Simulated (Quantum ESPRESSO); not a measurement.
# KMnF3: which magnetic order is lowest, part 2 of 2

Wanted: the moments of KMnF3 and the energy of each order that was tried.

Quantum ESPRESSO 7.5; PBEsol with U = 4 eV on Mn d (ortho-atomic projectors); plane waves with GBRV 1.5 PBEsol potentials, no spin-orbit coupling.

So far, absolute magnetization (μB): step 2 (run 1 (ferro +)) 5.00.

### 3. Run 2, typed as antiferro q=(0,1/2,1/2) +−

The cell is doubled to 10 atoms to hold this order. The wavevector q is in fractions of the reciprocal vectors of the crystal's primitive cell, as the cells of these inputs are built from it; moments change sign between cells as cos(2π q·R).

pw.in

```
&CONTROL
  calculation = 'scf'
  prefix = 'pwscf'
  outdir = './tmp'
  pseudo_dir = './pseudo'
  disk_io = 'nowf'
/
&SYSTEM
  ibrav = 0
  nat = 10
  ntyp = 4
  ecutwfc = 40
  ecutrho = 280
  nbnd = 59
  occupations = 'smearing'
  smearing = 'fd'
  degauss = 0.00367493
  nspin = 2
  starting_magnetization(1) = 0
  starting_magnetization(2) = 0.3
  starting_magnetization(3) = -0.3
  starting_magnetization(4) = 0
/
&ELECTRONS
  conv_thr = 2d-08
  electron_maxstep = 150
  mixing_beta = 0.3
/
ATOMIC_SPECIES
K      39.0983 k_pbesol_v1.4.uspp.F.UPF
Mn1    54.9380 mn_pbesol_v1.5.uspp.F.UPF
Mn2    54.9380 mn_pbesol_v1.5.uspp.F.UPF
F      18.9984 f_pbesol_v1.4.uspp.F.UPF
CELL_PARAMETERS angstrom
   4.1893000000    0.0000000000    0.0000000000
   0.0000000000    8.3786000000    0.0000000000
   0.0000000000    4.1893000000    4.1893000000
ATOMIC_POSITIONS crystal
K       0.5000000000    0.0000000000    0.5000000000
K       0.5000000000    0.5000000000    0.5000000000
Mn1     0.0000000000    0.0000000000    0.0000000000
Mn2     0.0000000000    0.5000000000    0.0000000000
F       0.5000000000    0.0000000000    0.0000000000
F       0.5000000000    0.5000000000    0.0000000000
F       0.0000000000    0.2500000000    0.0000000000
F       0.0000000000    0.7500000000    0.0000000000
F       0.0000000000    0.7500000000    0.5000000000
F       0.0000000000    0.2500000000    0.5000000000
K_POINTS automatic
6 3 6 0 0 0
HUBBARD {ortho-atomic}
U Mn1-3d 4.0000
U Mn2-3d 4.0000
```

Run with:

```
$ OMP_NUM_THREADS=1 mpirun -n 4 pw.x -nk 4 -in pw.in > pw.out
```

What it wrote:

```text
[banner, memory and clock lines left out]
Program PWSCF v.7.5 starts

     Message from routine setup:
     using ibrav=0 with symmetry is DISCOURAGED, use correct ibrav instead

     bravais-lattice index     =            0
     lattice parameter (alat)  =       7.9166  a.u.
     unit-cell volume          =     992.3183 (a.u.)^3
     number of atoms/cell      =           10
     number of atomic types    =            4
     number of electrons       =        90.00
     number of Kohn-Sham states=           59
     kinetic-energy cutoff     =      40.0000  Ry
     charge density cutoff     =     280.0000  Ry
     scf convergence threshold =      2.0E-08
     mixing beta               =       0.3000
     number of iterations used =            8  plain     mixing
     Exchange-correlation= SLA  PW   PSX  PSC
                           (   1   4  10   8   0   0   0)
     Hubbard projectors: ortho-atomic
     Hubbard parameters of DFT+U (Dudarev formulation) in eV:
     U(Mn1-3d) =  4.0000
     U(Mn2-3d) =  4.0000

     Internal variables: lda_plus_u =T, lda_plus_u_kind = 0

     Internal variables: orbital_resolved =F, hub_pot_fix =F, apply_U = F

     celldm(1)=   7.916630  celldm(2)=   0.000000  celldm(3)=   0.000000
     celldm(4)=   0.000000  celldm(5)=   0.000000  celldm(6)=   0.000000

     crystal axes: (cart. coord. in units of alat)
               a(1) = (   1.000000   0.000000   0.000000 )
               a(2) = (   0.000000   2.000000   0.000000 )
               a(3) = (   0.000000   1.000000   1.000000 )

     reciprocal axes: (cart. coord. in units 2 pi/alat)
               b(1) = (  1.000000  0.000000  0.000000 )
               b(2) = (  0.000000  0.500000 -0.500000 )
               b(3) = (  0.000000  0.000000  1.000000 )

     PseudoPot. # 1 for K  read from file:
     k_pbesol_v1.4.uspp.F.UPF
     Pseudo is Ultrasoft + core correction, Zval =  9.0

     PseudoPot. # 2 for Mn read from file:
     mn_pbesol_v1.5.uspp.F.UPF
     Pseudo is Ultrasoft + core correction, Zval = 15.0

     PseudoPot. # 3 for Mn read from file:
     mn_pbesol_v1.5.uspp.F.UPF
     Pseudo is Ultrasoft + core correction, Zval = 15.0

     PseudoPot. # 4 for F  read from file:
     f_pbesol_v1.4.uspp.F.UPF
     Pseudo is Ultrasoft, Zval =  7.0

     atomic species   valence    mass     pseudopotential
     K                 9.00    39.09830     K ( 1.00)
     Mn1              15.00    54.93800     Mn( 1.00)
     Mn2              15.00    54.93800     Mn( 1.00)
     F                 7.00    18.99840     F ( 1.00)

     Starting magnetic structure
     atomic species   magnetization
     K               0.000
     Mn1             0.300
     Mn2            -0.300
     F               0.000

     16 Sym. Ops., with inversion, found

   Cartesian axes

     site n.     atom                  positions (alat units)
         1        K      tau(   1) = (   0.5000000   0.5000000   0.5000000  )
         2        K      tau(   2) = (   0.5000000   1.5000000   0.5000000  )
         3        Mn1    tau(   3) = (   0.0000000   0.0000000   0.0000000  )
         4        Mn2    tau(   4) = (   0.0000000   1.0000000   0.0000000  )
         5        F      tau(   5) = (   0.5000000   0.0000000   0.0000000  )
         6        F      tau(   6) = (   0.5000000   1.0000000   0.0000000  )
         7        F      tau(   7) = (   0.0000000   0.5000000   0.0000000  )
         8        F      tau(   8) = (   0.0000000   1.5000000   0.0000000  )
         9        F      tau(   9) = (   0.0000000   2.0000000   0.5000000  )
        10        F      tau(  10) = (   0.0000000   1.0000000   0.5000000  )

     number of k points=    24  Fermi-Dirac smearing, width (Ry)=  0.0037
                       cart. coord. in units 2pi/alat
        k(    1) = (   0.0000000   0.0000000   0.0000000), wk =   0.0092593
        k(    2) = (   0.0000000   0.0000000   0.1666667), wk =   0.0370370
        k(    3) = (   0.0000000   0.0000000   0.3333333), wk =   0.0370370
        k(    4) = (   0.0000000   0.0000000  -0.5000000), wk =   0.0092593
        k(    5) = (   0.0000000   0.1666667  -0.1666667), wk =   0.0370370
        [... 19 further k-points ...]

     Dense  grid:    78483 G-vectors     FFT dimensions: (  45,  90,  60)

     Smooth grid:    34035 G-vectors     FFT dimensions: (  32,  64,  45)

     Check: negative core charge=   -0.000025
     Generating pointlists ...
     new r_m :   0.2917 (alat units)  2.3091 (a.u.) for type    1
     new r_m :   0.2063 (alat units)  1.6328 (a.u.) for type    2
     new r_m :   0.2063 (alat units)  1.6328 (a.u.) for type    3
     new r_m :   0.2063 (alat units)  1.6328 (a.u.) for type    4

     Initial potential from superposition of free atoms

     starting charge      87.9925, renormalised to      90.0000

     STARTING HUBBARD OCCUPATIONS:

     =================== HUBBARD OCCUPATIONS ===================
     ------------------------ ATOM    3 ------------------------
     Tr[ns(  3)] (up, down, total) =   5.00000  0.00000  5.00000
     Atomic magnetic moment for atom   3 =   5.00000
     [... lines left out ...]
     ------------------------ ATOM    4 ------------------------
     Tr[ns(  4)] (up, down, total) =   0.00000  5.00000  5.00000
     Atomic magnetic moment for atom   4 =  -5.00000
     [... lines left out ...]
     Number of occupied Hubbard levels =   10.0000

     Atomic wfc used for Hubbard projectors are orthogonalized

     Starting wfcs are   66 randomized atomic wfcs

     Self-consistent Calculation

     iteration #  1     ecut=    40.00 Ry     beta= 0.30
     Davidson diagonalization with overlap
     ethr =  1.00E-02,  avg # of iterations =  6.7

     =================== HUBBARD OCCUPATIONS ===================
     ------------------------ ATOM    3 ------------------------
     Tr[ns(  3)] (up, down, total) =   4.95968  0.15579  5.11547
     Atomic magnetic moment for atom   3 =   4.80389
     [... lines left out ...]
     ------------------------ ATOM    4 ------------------------
     Tr[ns(  4)] (up, down, total) =   0.15578  4.95960  5.11538
     Atomic magnetic moment for atom   4 =  -4.80382
     [... lines left out ...]
     Number of occupied Hubbard levels =   10.2308

     Threshold (ethr) on eigenvalues was too large:
     Diagonalizing with lowered threshold

     Davidson diagonalization with overlap
     ethr =  7.99E-04,  avg # of iterations =  2.8

     total energy              =    -827.80067968 Ry
     estimated scf accuracy    <       0.73624348 Ry

     total magnetization       =     0.00 Bohr mag/cell
     absolute magnetization    =     9.76 Bohr mag/cell

     iteration #  2     ecut=    40.00 Ry     beta= 0.30
     Davidson diagonalization with overlap
     ethr =  8.18E-04,  avg # of iterations =  2.0

     total energy              =    -827.88246549 Ry
     estimated scf accuracy    <       0.09732504 Ry

     total magnetization       =    -0.00 Bohr mag/cell
     absolute magnetization    =     9.74 Bohr mag/cell

     [... further iterations left out ...]

     iteration # 10     ecut=    40.00 Ry     beta= 0.30
     Davidson diagonalization with overlap
     ethr =  7.08E-11,  avg # of iterations =  4.9

     negative rho (up, down):  5.157E-04 5.157E-04

     total energy              =    -827.90320855 Ry
     estimated scf accuracy    <       0.00000029 Ry

     total magnetization       =    -0.00 Bohr mag/cell
     absolute magnetization    =     9.77 Bohr mag/cell

     iteration # 11     ecut=    40.00 Ry     beta= 0.30
     Davidson diagonalization with overlap
     ethr =  7.08E-11,  avg # of iterations =  4.2

     negative rho (up, down):  5.156E-04 5.156E-04

     Magnetic moment per site  (integrated on atomic sphere of radius R)
     atom   1 (R=0.292)  charge=  7.7093  magn= -0.0000
     atom   2 (R=0.292)  charge=  7.7093  magn=  0.0000
     atom   3 (R=0.206)  charge= 12.3269  magn=  4.2020
     atom   4 (R=0.206)  charge= 12.3269  magn= -4.2020
     atom   5 (R=0.206)  charge=  6.6768  magn=  0.0510
     atom   6 (R=0.206)  charge=  6.6768  magn= -0.0510
     atom   7 (R=0.206)  charge=  6.6769  magn=  0.0000
     atom   8 (R=0.206)  charge=  6.6769  magn=  0.0000
     atom   9 (R=0.206)  charge=  6.6770  magn=  0.0000
     atom  10 (R=0.206)  charge=  6.6770  magn=  0.0000

     End of self-consistent calculation

     =================== HUBBARD OCCUPATIONS ===================
     ------------------------ ATOM    3 ------------------------
     Tr[ns(  3)] (up, down, total) =   4.98415  0.22735  5.21150
     Atomic magnetic moment for atom   3 =   4.75680
     [... lines left out ...]
     ------------------------ ATOM    4 ------------------------
     Tr[ns(  4)] (up, down, total) =   0.22735  4.98415  5.21150
     Atomic magnetic moment for atom   4 =  -4.75680
     [... lines left out ...]
     Number of occupied Hubbard levels =   10.4230

     [... lines left out ...]
     the Fermi energy is     7.1087 ev

!    total energy              =    -827.90320869 Ry
     estimated scf accuracy    <          1.8E-09 Ry
     smearing contrib. (-TS)   =      -0.00000000 Ry
     internal energy E=F+TS    =    -827.90320869 Ry

     The total energy is F=E-TS. E is the sum of the following terms:
     one-electron contribution =    -495.97227558 Ry
     hartree contribution      =     288.11922010 Ry
     xc contribution           =    -126.54645088 Ry
     ewald contribution        =    -493.57122332 Ry
     Hubbard energy            =       0.06752099 Ry

     total magnetization       =    -0.00 Bohr mag/cell
     absolute magnetization    =     9.77 Bohr mag/cell

     convergence has been achieved in  11 iterations
```

The job ended after 78 s (4 MPI ranks of Arm Neoverse V2, shared host; peak memory 0.89 GiB).

Spin moment in the atom's sphere by atom:

| atom | spin moment in the atom's sphere (μB) |
| --- | --- |
| K1 | 0.00 |
| K2 | 0.00 |
| Mn3 | 4.20 |
| Mn4 | -4.20 |
| F5 | 0.05 |
| F6 | -0.05 |
| F7 | 0.00 |
| F8 | 0.00 |
| F9 | 0.00 |
| F10 | 0.00 |

Read from the output:

```yaml
smearing_term_ts: 7.12e-15 eV
magnetization: 0 μB
absolute_magnetization: 9.772 μB
final_state: antiferromagnetic
```

Spin density in the ac plane at fractional y = 0.000, with atoms of K and Mn and F within 0.2 Å of it.

Ten even steps from '0' (0.0 e/Å³) to '9' (7.0 e/Å³), each cell a mean:
```
73000000000026
21000000000002
00000000000000
00000000000000
00000000000000
00000000000000
00000000000000
00000000000000
00000000000000
00000000000000
00000000000000
00000000000000
00000000000000
00000000000000
00000000000000
00000000000000
10000000000001
52000000000015
95100000000039
```
Columns run along a (4.2 Å), rows up along c (5.9 Å). Atoms in or near the plane, at fractional coordinates: K at (0.50, 0.50), Mn at (0.00, 0.00), F at (0.50, 0.00).

Valence density in the ac plane at fractional y = 0.000, with atoms of K and Mn and F within 0.2 Å of it. It is the smooth field of the valence electrons, not physical close to the nuclei.

Values in e/Å³, 19 rows by 14 columns, each cell a mean:
```
16  9  2  0  1  3  8  9  4  1  0  1  5 15
 6  2  1  0  0  1  2  3  1  0  0  0  2  5
 1  0  0  0  0  0  0  0  0  0  0  0  0  1
 0  0  0  0  0  0  0  0  0  0  0  0  0  0
 0  0  0  0  0  0  0  0  0  0  0  0  0  0
 0  0  0  0  0  0  0  0  0  0  0  0  0  0
 0  0  0  0  0  1  1  1  1  0  0  0  0  0
 0  0  0  0  1  2  3  3  2  1  0  0  0  0
 0  0  0  0  1  3  3  3  3  2  0  0  0  0
 0  0  0  0  1  3  3  2  3  2  0  0  0  0
 0  0  0  0  1  2  3  3  3  1  0  0  0  0
 0  0  0  0  0  1  2  2  1  0  0  0  0  0
 0  0  0  0  0  0  0  0  0  0  0  0  0  0
 0  0  0  0  0  0  0  0  0  0  0  0  0  0
 0  0  0  0  0  0  0  0  0  0  0  0  0  0
 0  0  0  0  0  0  0  0  0  0  0  0  0  0
 2  1  0  0  0  1  1  1  1  0  0  0  1  2
13  6  1  0  1  2  6  7  3  1  0  1  4 12
14 12  2  0  1  4 11 12  6  1  0  1  8 16
```
Columns run along a (4.2 Å), rows up along c (5.9 Å). Atoms in or near the plane, at fractional coordinates: K at (0.50, 0.50), Mn at (0.00, 0.00), F at (0.50, 0.00).

### 4. Run 3, typed as antiferro q=(1/2,1/2,1/2) +−

The cell is doubled to 10 atoms to hold this order.

pw.in

```
&CONTROL
  calculation = 'scf'
  prefix = 'pwscf'
  outdir = './tmp'
  pseudo_dir = './pseudo'
  disk_io = 'nowf'
/
&SYSTEM
  ibrav = 0
  nat = 10
  ntyp = 4
  ecutwfc = 40
  ecutrho = 280
  nbnd = 59
  occupations = 'smearing'
  smearing = 'fd'
  degauss = 0.00367493
  nspin = 2
  starting_magnetization(1) = 0
  starting_magnetization(2) = 0.3
  starting_magnetization(3) = -0.3
  starting_magnetization(4) = 0
/
&ELECTRONS
  conv_thr = 2d-08
  electron_maxstep = 150
  mixing_beta = 0.3
/
ATOMIC_SPECIES
K      39.0983 k_pbesol_v1.4.uspp.F.UPF
Mn1    54.9380 mn_pbesol_v1.5.uspp.F.UPF
Mn2    54.9380 mn_pbesol_v1.5.uspp.F.UPF
F      18.9984 f_pbesol_v1.4.uspp.F.UPF
CELL_PARAMETERS angstrom
   8.3786000000    0.0000000000    0.0000000000
   4.1893000000    4.1893000000    0.0000000000
   4.1893000000    0.0000000000    4.1893000000
ATOMIC_POSITIONS crystal
K       0.7500000000    0.5000000000    0.5000000000
K       0.2500000000    0.5000000000    0.5000000000
Mn1     0.0000000000    0.0000000000    0.0000000000
Mn2     0.5000000000    0.0000000000    0.0000000000
F       0.2500000000    0.0000000000    0.0000000000
F       0.7500000000    0.0000000000    0.0000000000
F       0.7500000000    0.5000000000    0.0000000000
F       0.2500000000    0.5000000000    0.0000000000
F       0.7500000000    0.0000000000    0.5000000000
F       0.2500000000    0.0000000000    0.5000000000
K_POINTS automatic
3 6 6 0 0 0
HUBBARD {ortho-atomic}
U Mn1-3d 4.0000
U Mn2-3d 4.0000
```

What it wrote:

```text
     [... lines left out ...]
Program PWSCF v.7.5 starts
     [... lines left out ...]
     number of atoms/cell      =           10
     [... lines left out ...]
     number of electrons       =        90.00
     number of Kohn-Sham states=           59
     kinetic-energy cutoff     =      40.0000  Ry
     charge density cutoff     =     280.0000  Ry
     scf convergence threshold =      2.0E-08
     [... lines left out ...]
     48 Sym. Ops., with inversion, found
     [... lines left out ...]
     number of k points=    10  Fermi-Dirac smearing, width (Ry)=  0.0037
     [... lines left out ...]
     iteration # 11     ecut=    40.00 Ry     beta= 0.30
     [... lines left out ...]
     Magnetic moment per site  (integrated on atomic sphere of radius R)
     atom   1 (R=0.146)  charge=  7.7093  magn=  0.0000
     atom   2 (R=0.146)  charge=  7.7093  magn=  0.0000
     atom   3 (R=0.103)  charge= 12.3283  magn=  4.1953
     atom   4 (R=0.103)  charge= 12.3283  magn= -4.1953
     atom   5 (R=0.103)  charge=  6.6766  magn= -0.0000
     atom   6 (R=0.103)  charge=  6.6766  magn= -0.0000
     atom   7 (R=0.103)  charge=  6.6766  magn= -0.0000
     atom   8 (R=0.103)  charge=  6.6766  magn= -0.0000
     atom   9 (R=0.103)  charge=  6.6766  magn= -0.0000
     atom  10 (R=0.103)  charge=  6.6766  magn= -0.0000
     [... lines left out ...]
     Tr[ns(  3)] (up, down, total) =   4.98357  0.23201  5.21558
     [... lines left out ...]
     Tr[ns(  4)] (up, down, total) =   0.23201  4.98357  5.21558
     [... lines left out ...]
     the Fermi energy is     7.2050 ev
!    total energy              =    -827.90446906 Ry
     estimated scf accuracy    <          1.3E-09 Ry
     smearing contrib. (-TS)   =      -0.00000000 Ry
     [... lines left out ...]
     total magnetization       =    -0.00 Bohr mag/cell
     absolute magnetization    =     9.66 Bohr mag/cell
     convergence has been achieved in  11 iterations
```

It took 50 s on 4 MPI ranks; peak memory 0.7 GiB.

Spin moment in the atom's sphere by atom:

| atom | spin moment in the atom's sphere (μB) |
| --- | --- |
| K1 | 0.00 |
| K2 | 0.00 |
| Mn3 | 4.20 |
| Mn4 | -4.20 |
| F5 | 0.00 |
| F6 | 0.00 |
| F7 | 0.00 |
| F8 | 0.00 |
| F9 | 0.00 |
| F10 | 0.00 |

Numbers from this step:

* smearing term TS: 9.33e-16 eV
* magnetization: 0 μB
* absolute magnetization: 9.662 μB
* final state: antiferromagnetic

### 5. Ranking

An order is kept where moments of 0.15 μB or more survive with the typed signs; meshes match where a doubled cell samples the same k points as the first cell.

Orders:

| start | final state | typed order kept | energy over the lowest (meV a seeded atom) | largest site moment (μB) | net moment (μB a cell of the first run) | mesh matched | CPU time (s) |
| --- | --- | --- | --- | --- | --- | --- | --- |
| ferro + | ferromagnetic | yes | 28.42 | 4.217 | 5 | yes | 47.16 |
| antiferro q=(0,1/2,1/2) +- | antiferromagnetic | yes | 8.574 | 4.202 | 0 | yes | 313.2 |
| antiferro q=(1/2,1/2,1/2) +- | antiferromagnetic | yes | 0 | 4.195 | 0 | yes | 199.4 |

### 6. Couplings from the energies

E = −Σ J e·e over ordered pairs of unit vectors, so each pair counts twice. As many shells are taken as there are differences of energy, so the couplings are solved for and no residual tests the model; further shells are folded in, and shells whose pairs keep their relative signs in all orders cancel and are not probed. Couplings from the energies:

| pair | distance (Å) | neighbours an atom | J (meV) |
| --- | --- | --- | --- |
| Mn-Mn | 4.189 | 6 | -2.368 |
| Mn-Mn | 5.925 | 12 | -0.05614 |

### 7. Occupations of the corrected shells in the lowest state

Occupations of the Hubbard shells:

| block | type | shell | spin | electrons | occupation numbers |
| --- | --- | --- | --- | --- | --- |
| 3 | Mn1 | 3d | up | 4.984 | 0.994 0.994 0.999 0.999 0.999 |
| 3 | Mn1 | 3d | down | 0.232 | 0.025 0.025 0.025 0.078 0.078 |
| 4 | Mn2 | 3d | up | 0.232 | 0.025 0.025 0.025 0.078 0.078 |
| 4 | Mn2 | 3d | down | 4.984 | 0.994 0.994 0.999 0.999 0.999 |

### 8. Outcome

| Property | Result |
| --- | --- |
| lowest state found | antiferromagnetic (from antiferro q=(1/2,1/2,1/2) +-) |
| largest site moment | 4.20 μB |
| next state with moments | antiferromagnetic, 8.57 meV a seeded atom higher |
| J of the weightiest shell (Mn-Mn, 4.19 Å; E = −Σ J e·e, ordered pairs) | -2.37 meV |

The largest moment changes by 0.51 % between the kept orders, as for well localised moments. This is the lowest of 3 collinear or spinless starts, no proof of the ground state.

[Logs and program files are shortened in this print: banners, set-up blocks, solver, clock and traceback lines can be left out without a mark of their own.]

[Logs are printed without paths, hosts, clocks, repeated set-up lines and the standing remarks that a program may print on its own settings, such as how far it seeks lower states.]

[Hosts, paths, dates, database ids (printed as entryN), source tags and the programs' standing remarks are cut or masked in the printed files.]

[Where a cell is said to come from a database of computed structures, the database is the Materials Project.]
